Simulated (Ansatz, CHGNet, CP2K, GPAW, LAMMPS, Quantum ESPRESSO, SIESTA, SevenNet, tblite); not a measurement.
# CP2K on amorphous Hg33S25Se8 (66 atoms): settings against a plane-wave reference

How do the settings of CP2K change the result for amorphous Hg33S25Se8 (66 atoms)? A plane-wave run serves as the yardstick.

Program: CP2K 2026.2. Level of theory: the method is named at each step. Results are calculated unless marked as measured.

### Step 1. The structure

The cell holds 66 atoms: 33 Hg, 25 S and 8 Se. Its edges and angles: a = 12.034 Å, b = 12.034 Å, c = 12.034 Å, α = 90.0°, β = 90.0°, γ = 90.0°. 66 atoms (33 Hg, 25 S, 8 Se) placed at random at 7.67 g/cm³, melted at 2500 K for 10 ps at fixed volume with the Stillinger-Weber II-VI potential (Zhou et al., Phys. Rev. B 88, 085309 (2013)). Quenched from 2500 K to 500 K at 10 K/ps and fixed volume, held 5 ps, then minimised at fixed cell.

The yardstick, on the same geometry:

| Property | Result |
| --- | --- |
| method | Kohn-Sham DFT, PBE, PAW, plane waves (Ansatz 0.2.0); cutoff 420 eV, Γ point, fermi-dirac smearing of 0.05 eV; PAW set soft_2 |
| r.m.s. force component | 0.3779 eV/Å |
| longest force | 1.339 eV/Å |
| pressure | -0.4884 GPa |
| SCF cycles | 11 |
| time | 32 s on 4 threads of Arm Neoverse V2, shared host |
| CPU time | 2.1 min |

### Step 2. PBE, DZVP-MOLOPT-SR, 600/50 Ry, diagonalisation

Method: Kohn-Sham DFT, PBE, GTH-PBE pseudopotentials, Gaussian and plane waves, DZVP-MOLOPT-SR-GTH, diagonalisation.

Contents of input.inp:

```
&GLOBAL
  PROJECT cell
  RUN_TYPE ENERGY_FORCE
  PRINT_LEVEL LOW
&END GLOBAL
&FORCE_EVAL
  METHOD QS
  STRESS_TENSOR ANALYTICAL
  &DFT
    BASIS_SET_FILE_NAME BASIS_MOLOPT
    POTENTIAL_FILE_NAME GTH_POTENTIALS
    &MGRID
      CUTOFF 600
      REL_CUTOFF 50
      NGRIDS 5
    &END MGRID
    &QS
      EPS_DEFAULT 1.0E-12
    &END QS
    &SCF
      SCF_GUESS ATOMIC
      EPS_SCF 1.0E-06
      MAX_SCF 200
      ADDED_MOS 14
      &DIAGONALIZATION
        ALGORITHM STANDARD
      &END DIAGONALIZATION
      &SMEAR ON
        METHOD FERMI_DIRAC
        ELECTRONIC_TEMPERATURE [K] 580
      &END SMEAR
      &MIXING
        METHOD BROYDEN_MIXING
        ALPHA 0.3
        NBROYDEN 8
      &END MIXING
      &PRINT
        &RESTART OFF
        &END RESTART
      &END PRINT
    &END SCF
    &XC
      &XC_FUNCTIONAL PBE
      &END XC_FUNCTIONAL
    &END XC
    &PRINT
      &MULLIKEN ON
      &END MULLIKEN
      &HIRSHFELD ON
        SHAPE_FUNCTION DENSITY
      &END HIRSHFELD
      &MO ON
        EIGENVALUES T
        OCCUPATION_NUMBERS T
        MO_INDEX_RANGE 286 309
        &EACH
          QS_SCF 0
        &END EACH
        ADD_LAST NUMERIC
      &END MO
    &END PRINT
  &END DFT
  &SUBSYS
    &CELL
      A 12.03400 0.00000 0.00000
      B 0.00000 12.03400 0.00000
      C 0.00000 0.00000 12.03400
    &END CELL
    &TOPOLOGY
      COORD_FILE_NAME structure.xyz
      COORD_FILE_FORMAT XYZ
    &END TOPOLOGY
    &KIND Hg
      BASIS_SET DZVP-MOLOPT-SR-GTH-q12
      POTENTIAL GTH-PBE-q12
    &END KIND
    &KIND S
      BASIS_SET DZVP-MOLOPT-SR-GTH-q6
      POTENTIAL GTH-PBE-q6
    &END KIND
    &KIND Se
      BASIS_SET DZVP-MOLOPT-SR-GTH-q6
      POTENTIAL GTH-PBE-q6
    &END KIND
  &END SUBSYS
  &PRINT
    &FORCES ON
    &END FORCES
    &STRESS_TENSOR ON
    &END STRESS_TENSOR
  &END PRINT
&END FORCE_EVAL
```

Contents of structure.xyz:

```xyz
66

Hg 2.01762 7.60332 9.98834
Hg 11.46299 5.88944 2.42485
Hg 8.91021 9.27364 4.96535
Hg 4.48483 0.70062 1.08005
Hg 7.45242 5.85996 3.95425
Hg 10.41410 6.98429 10.73385
Hg 10.05296 9.01780 1.72832
Hg 10.81050 2.78009 8.54426
Hg 3.90720 4.22466 2.71824
Hg 10.73072 0.32119 5.31036
Hg 7.62354 5.13599 8.07108
Hg 0.20554 10.36537 8.27783
Hg 5.85659 1.54432 10.09111
Hg 5.61037 9.65404 11.04420
Hg 5.39677 10.18907 7.11221
Hg 6.72881 6.67406 0.44995
Hg 0.68594 0.56680 10.81183
Hg 7.02954 1.15490 6.31027
Hg 4.11575 6.54265 6.15864
Hg 1.01760 9.11660 3.88337
Hg 0.30963 2.00920 1.82291
Hg 11.37357 6.64794 6.67129
Hg 9.24019 11.65637 11.37839
Hg 3.09623 0.47161 4.73345
Hg 7.23604 0.52011 2.90669
Hg 2.91271 1.37862 8.45437
Hg 3.27421 7.17130 1.21315
Hg 8.34991 9.17147 8.42958
Hg 1.20713 3.92032 5.77596
Hg 8.80311 3.39214 0.51686
Hg 4.15787 4.50264 9.44801
Hg 5.07486 9.42515 3.19996
Hg 1.84662 4.22165 12.01571
S 2.77588 1.90414 2.63268
S 8.82056 11.35865 6.88321
S 7.35951 1.20280 0.28978
S 9.09650 5.32529 5.97344
S 2.00125 10.28859 10.26982
S 11.30209 11.79765 0.97596
S 3.17457 7.72089 3.96292
S 5.28593 4.49097 4.95536
S 7.84160 2.73918 4.23922
S 0.61650 6.67225 0.10855
S 5.44442 11.49307 4.77690
S 9.43730 11.30739 3.30803
S 4.61083 11.36238 9.27629
S 3.30658 2.49633 6.18475
S 1.60762 5.15657 3.59383
S 4.46329 3.21741 11.85830
S 5.95659 3.12475 7.87649
S 10.96261 7.69105 4.28615
S 6.62568 4.35426 1.65937
S 1.06128 9.45355 1.24769
S 10.83132 2.89791 5.80857
S 3.98205 10.16680 0.96946
S 10.42626 3.52825 2.66673
[... 6 atom lines left out ...]
Se 1.92063 5.84540 7.73702
Se 7.40308 8.24052 2.65145
Se 9.37160 4.55415 10.09833
Se 8.39564 9.01960 11.35733
```

The run is started by

```console
$ OMP_NUM_THREADS=1 mpirun -np 4 cp2k.psmp -i input.inp > output.txt
```

Numbers of over 12 decimals in the logs are rounded to 6 here.

What it wrote:

```text
CP2K| version string:                                       CP2K version 2026.2
 CP2K| Input file name                                                 input.inp
 GLOBAL| Basis set file name                                        BASIS_MOLOPT
 GLOBAL| Potential file name                                      GTH_POTENTIALS
 GLOBAL| Run type                                                   ENERGY_FORCE
 GLOBAL| Total number of message passing processes                             4
 GLOBAL| Number of threads for this process                                    1
 TOTAL NUMBERS AND MAXIMUM NUMBERS
  Total number of            - Atomic kinds:                                   3
                             - Atoms:                                         66
                             - Shell sets:                                    66
                             - Shells:                                       396
                             - Primitive Cartesian functions:                330
                             - Cartesian basis functions:                   1452
                             - Spherical basis functions:                   1254
  Maximum angular momentum of- Orbital basis functions:                        3
                             - Local part of the GTH pseudopotential:          0
                             - Non-local part of the GTH pseudopotential:      4
 SCF PARAMETERS         Density guess:                                    ATOMIC
                        max_scf:                                             200
                        eps_scf:                                        1.00E-06
                        added MOs                                        14    0
                        Mixing method:                            BROYDEN_MIXING
                                                charge density mixing in g-space
                        Smear method:                                FERMI_DIRAC
                        Electronic temperature [K]:                        580.0
                        Electronic temperature [a.u.]:                  1.84E-03
                        Accuracy threshold:                             1.00E-10
 Extrapolation method: initial_guess
 Number of electrons:                                                        594
 Number of occupied orbitals:                                                297
 Number of molecular orbitals:                                               311
 Number of orbital functions:                                               1254
 Number of independent orbital functions:                                   1254
 SCF WAVEFUNCTION OPTIMIZATION
  Step     Update method      Time    Convergence         Total energy    Change
     1 NoMix/Diag. 0.30E+00    2.8     1.25096962     -1690.3294143087 -1.69E+03
     2 Broy./Diag. 0.30E+00    3.6     0.59704394     -1692.2940090447 -1.96E+00
     3 Broy./Diag. 0.30E+00    3.6     0.51676417     -1690.6642886968  1.63E+00
     4 Broy./Diag. 0.30E+00    3.7     0.31249861     -1689.4277528341  1.24E+00
[...]
22 Broy./Diag. 0.30E+00    3.7     0.00000104     -1687.4535162008  6.00E-06
    23 Broy./Diag. 0.30E+00    3.7     0.00000087     -1687.4535087201  7.48E-06
  *** SCF run converged in    23 steps ***
  Electronic density on regular grids:       -594.0000000000        0.0000000000
  Core density on regular grids:              593.9999999991       -0.0000000009
  Total charge density on r-space grids:       -0.0000000009
  Total charge density g-space grids:          -0.0000000009
  Overlap energy of the core charge distribution:               8.32561e-09
  Self energy of the core charge distribution:              -3115.569166
  Core Hamiltonian energy:                                    893.517140
  Hartree energy:                                             802.746581
  Exchange-correlation energy:                               -268.141034
  Electronic entropic energy:                                  -0.00703069
  Fermi energy:                                                 0.157384
  Total energy:                                             -1687.453509
  Total energy (extrapolated to T->0):                      -1687.449993
 MO| EIGENVALUES AND OCCUPATION NUMBERS
 MO|
 MO|  Index      Eigenvalue [a.u.]        Eigenvalue [eV]             Occupation
 MO|    286               0.127808               3.477833               2.000000
 MO|    287               0.128891               3.507299               2.000000
 MO|    288               0.131040               3.565776               1.999999
[...]
MO|    308               0.197118               5.363841               0.000000
 MO|    309               0.198340               5.397093               0.000000
 MO| Sum:                                                             594.000000
 MO| E(Fermi):            0.157384 a.u.          4.282630 eV
 !-----------------------------------------------------------------------------!
                     Mulliken Population Analysis
 #  Atom  Element  Kind  Atomic population                           Net charge
       1     Hg       1         11.984927                              0.015073
       2     Hg       1         12.077158                             -0.077158
       3     Hg       1         11.893557                              0.106443
[...]
65     Se       3          6.116865                             -0.116865
      66     Se       3          6.095168                             -0.095168
 # Total charge                            594.000000                  0.000000
 !-----------------------------------------------------------------------------!
 !-----------------------------------------------------------------------------!
                           Hirshfeld Charges
  #Atom  Element  Kind  Ref Charge     Population                    Net charge
      1       Hg     1      12.000         11.778                         0.222
      2       Hg     1      12.000         11.772                         0.228
      3       Hg     1      12.000         11.789                         0.211
[...]
65       Se     3       6.000          6.213                        -0.213
     66       Se     3       6.000          6.212                        -0.212
  Total Charge                                                            0.000
 !-----------------------------------------------------------------------------!
 ENERGY| Total FORCE_EVAL ( QS ) energy [hartree]          -1687.453504
 FORCES| Atomic forces [hartree/bohr]
 FORCES|   Atom     x               y               z               |f|
 FORCES|      1 -5.96112138E-03  1.05790344E-02 -5.73667268E-03   1.34298306E-02
 FORCES|      2 -3.96022660E-03 -6.03518262E-03  1.86442359E-03   7.45539397E-03
 FORCES|      3 -2.06979993E-03  8.23211009E-03  4.17319213E-03   9.45871243E-03
[...]
FORCES|     65 -5.32333020E-03  3.27092427E-03  6.68611931E-03   9.15100985E-03
 FORCES|     66 -5.54091156E-03 -3.53007198E-03 -1.24221396E-02   1.40524967E-02
 FORCES| Sum     1.11383897E-05  2.83017206E-06 -2.48741966E-05
 FORCES| Total atomic force                                       2.74007163E-05
 STRESS| Analytical stress tensor [bar]
 STRESS|                        x                   y                   z
 STRESS|      x        2.08616474889E+03   3.50749564640E+03   1.90963636006E+03
 STRESS|      y        3.50749564640E+03  -2.79085315427E+03   2.71556549385E+03
 STRESS|      z        1.90963636006E+03   2.71556549385E+03   3.64331728406E+01
 STRESS| 1/3 Trace                                            -2.22751744181E+02
```

Run time: 99 s. Hardware: 4 MPI ranks of Arm Neoverse V2, shared host; peak memory 6.2 GiB; 6.6 min of CPU time.

Banners, paths, timers and routine set-up lines are dropped from the logs unmarked, and long logs keep their key lines alone; longer cuts are marked.

Compared with the plane-wave run:

```
r.m.s. force component                  : 0.3819 eV/Å
r.m.s. difference of force components   : 26.67 meV/Å
longest difference of force vectors     : 98.63 meV/Å
force difference over r.m.s. force      : 7.057 %
slope of forces against the reference's : 1.008
correlation of force components         : 0.9976
pressure                                : -0.0223 GPa
pressure difference                     : 0.4661 GPa
```

Length of the force difference by element (eV/Å):

```
element  atoms   mean   most
     Hg     33  0.050  0.099
      S     25  0.032  0.065
     Se      8  0.038  0.051
```

Local excerpt of 9 atoms (numbers count through the whole input) about Hg31, picked at random; x, y, z are measured from there.

```
atom      x      y      z  distance (Å)  bonds  Hirshfeld charge (e)     Fx     Fy  Fz (eV/Å)
Hg31   0.00   0.00   0.00          0.00      5                  0.22   0.06  -0.18      -0.02
 S49   0.31  -1.29   2.41          2.75      4                 -0.27  -0.67   0.10      -0.30
 S50   1.80  -1.38  -1.57          2.76      4                 -0.23   0.25  -0.20       0.74
Se62   0.50   2.55   1.14          2.84      5                 -0.16   0.01  -0.08       0.52
Se63  -2.24   1.34  -1.71          3.12      5                 -0.21   0.19   0.57       0.19
Se60  -2.89  -1.24   0.09          3.14      5                 -0.17   0.13  -0.64       0.37
Hg33  -2.31  -0.28   2.57          3.47      3                  0.19   0.12   0.21       0.08
Hg13   1.70  -2.96   0.64          3.47      4                  0.20   0.24   0.14      -0.28
Hg26  -1.25  -3.12  -0.99          3.51      3                  0.22   0.05  -0.23      -0.29
```

Forces lie 7.1 % from the reference's, at 3.2 times its CPU time.

### Step 3. PBE, TZVP-MOLOPT (SR for Hg, Se), 600/50 Ry, diagonalisation

Method: Kohn-Sham DFT, PBE, GTH-PBE pseudopotentials, Gaussian and plane waves, TZVP-MOLOPT-GTH, diagonalisation.

input.inp, as its differences from that of step 2:

```diff
@@ -10,2 +10,3 @@
     BASIS_SET_FILE_NAME BASIS_MOLOPT
+    BASIS_SET_FILE_NAME BASIS_MOLOPT_UCL
     POTENTIAL_FILE_NAME GTH_POTENTIALS
@@ -68,8 +69,31 @@
     &END CELL
-    &TOPOLOGY
-      COORD_FILE_NAME structure.xyz
-      COORD_FILE_FORMAT XYZ
-    &END TOPOLOGY
+    &COORD
+      Hg 2.01762 7.60332 9.98834
+      Hg 11.46299 5.88944 2.42485
+      Hg 8.91021 9.27364 4.96535
+      Hg 4.48483 0.70062 1.08005
+      Hg 7.45242 5.85996 3.95425
+      Hg 10.41410 6.98429 10.73385
+      Hg 10.05296 9.01780 1.72832
+      Hg 10.81050 2.78009 8.54426
+      Hg 3.90720 4.22466 2.71824
+      Hg 10.73072 0.32119 5.31036
+      Hg 7.62354 5.13599 8.07108
+      Hg 0.20554 10.36537 8.27783
+      Hg 5.85659 1.54432 10.09111
+      Hg 5.61037 9.65404 11.04420
+      Hg 5.39677 10.18907 7.11221
+      Hg 6.72881 6.67406 0.44995
+      Hg 0.68594 0.56680 10.81183
+      Hg 7.02954 1.15490 6.31027
+      Hg 4.11575 6.54265 6.15864
+      Hg 1.01760 9.11660 3.88337
+[... 42 atom lines left out ...]
+      Se 1.92063 5.84540 7.73702
+      Se 7.40308 8.24052 2.65145
+      Se 9.37160 4.55415 10.09833
+      Se 8.39564 9.01960 11.35733
+    &END COORD
     &KIND Hg
-      BASIS_SET DZVP-MOLOPT-SR-GTH-q12
+      BASIS_SET TZVP-MOLOPT-SR-GTH-q12
       POTENTIAL GTH-PBE-q12
@@ -77,3 +101,3 @@
     &KIND S
-      BASIS_SET DZVP-MOLOPT-SR-GTH-q6
+      BASIS_SET TZVP-MOLOPT-GTH-q6
       POTENTIAL GTH-PBE-q6
@@ -81,3 +105,3 @@
     &KIND Se
-      BASIS_SET DZVP-MOLOPT-SR-GTH-q6
+      BASIS_SET TZVP-MOLOPT-SR-GTH-q6
       POTENTIAL GTH-PBE-q6
```

The run is started by

```console
$ OMP_NUM_THREADS=2 cp2k.psmp -i input.inp > output.txt
```

What it wrote:

```text
CP2K| version string:                                       CP2K version 2026.2
 CP2K| Input file name                                                 input.inp
 GLOBAL| Basis set file name                                        BASIS_MOLOPT
 GLOBAL| Potential file name                                      GTH_POTENTIALS
[... lines left out ...]
 Number of electrons:                                                        594
[... lines left out ...]
  Step     Update method      Time    Convergence         Total energy    Change
[... lines left out ...]
  *** SCF run converged in    23 steps ***
[... lines left out ...]
  Fermi energy:                                                 0.155726
  Total energy:                                             -1687.617287
  Total energy (extrapolated to T->0):                      -1687.613703
[... lines left out ...]
 MO| E(Fermi):            0.155726 a.u.          4.237523 eV
[... lines left out ...]
 ENERGY| Total FORCE_EVAL ( QS ) energy [hartree]          -1687.617292
[... lines left out ...]
 FORCES|      1 -6.01885405E-03  1.02159191E-02 -5.53113211E-03   1.30837697E-02
 FORCES|      2 -3.37861226E-03 -6.02367175E-03  1.96813421E-03   7.18144794E-03
 FORCES|      3 -2.02646173E-03  8.01640637E-03  3.93073698E-03   9.15532695E-03
[...]
FORCES|     65 -5.28760244E-03  3.08626015E-03  6.63422646E-03   9.02755239E-03
 FORCES|     66 -5.43246109E-03 -3.68323584E-03 -1.19875997E-02   1.36667628E-02
 FORCES| Sum     1.32923750E-05 -2.41950604E-06 -2.28971591E-05
 FORCES| Total atomic force                                       2.65861080E-05
 STRESS| Analytical stress tensor [bar]
 STRESS|                        x                   y                   z
 STRESS|      x        2.17608294273E+03   3.39117907160E+03   2.03882435194E+03
 STRESS|      y        3.39117907160E+03  -2.43153349860E+03   2.76060435643E+03
 STRESS|      z        2.03882435194E+03   2.76060435643E+03   3.81786444660E+02
 STRESS| 1/3 Trace                                             4.21119629307E+01
```

It took 4.3 min on 2 threads; peak memory 4.2 GiB.

Numbers from this run, and their distance from the reference:

| Property | Result |
| --- | --- |
| r.m.s. force component | 0.3736 eV/Å |
| r.m.s. difference of force components | 23.39 meV/Å |
| longest difference of force vectors | 96.53 meV/Å |
| force difference over r.m.s. force | 6.191 % |
| slope of forces against the reference's | 0.9869 |
| correlation of force components | 0.9981 |
| pressure | 0.0042 GPa |
| pressure difference | 0.4926 GPa |

Against the first run (7.1 %), the force difference from the reference is 6.2 %, at 1.2 times the CPU time (on 2 against 4 cores), with 1683 basis functions against 1254: the larger basis brings the forces nearer.

(Continued in part 2 of 2.)

[Also dropped from logs without a mark: logging warnings of Python, and SIESTA's first energy breakdown and zero terms.]

[Logs are printed without paths, hosts, clocks, repeated set-up lines and the standing remarks that a program may print on its own settings, such as how far it seeks lower states.]

[Hosts, paths, dates, database ids (printed as entryN), source tags and the programs' standing remarks are cut or masked in the printed files.]
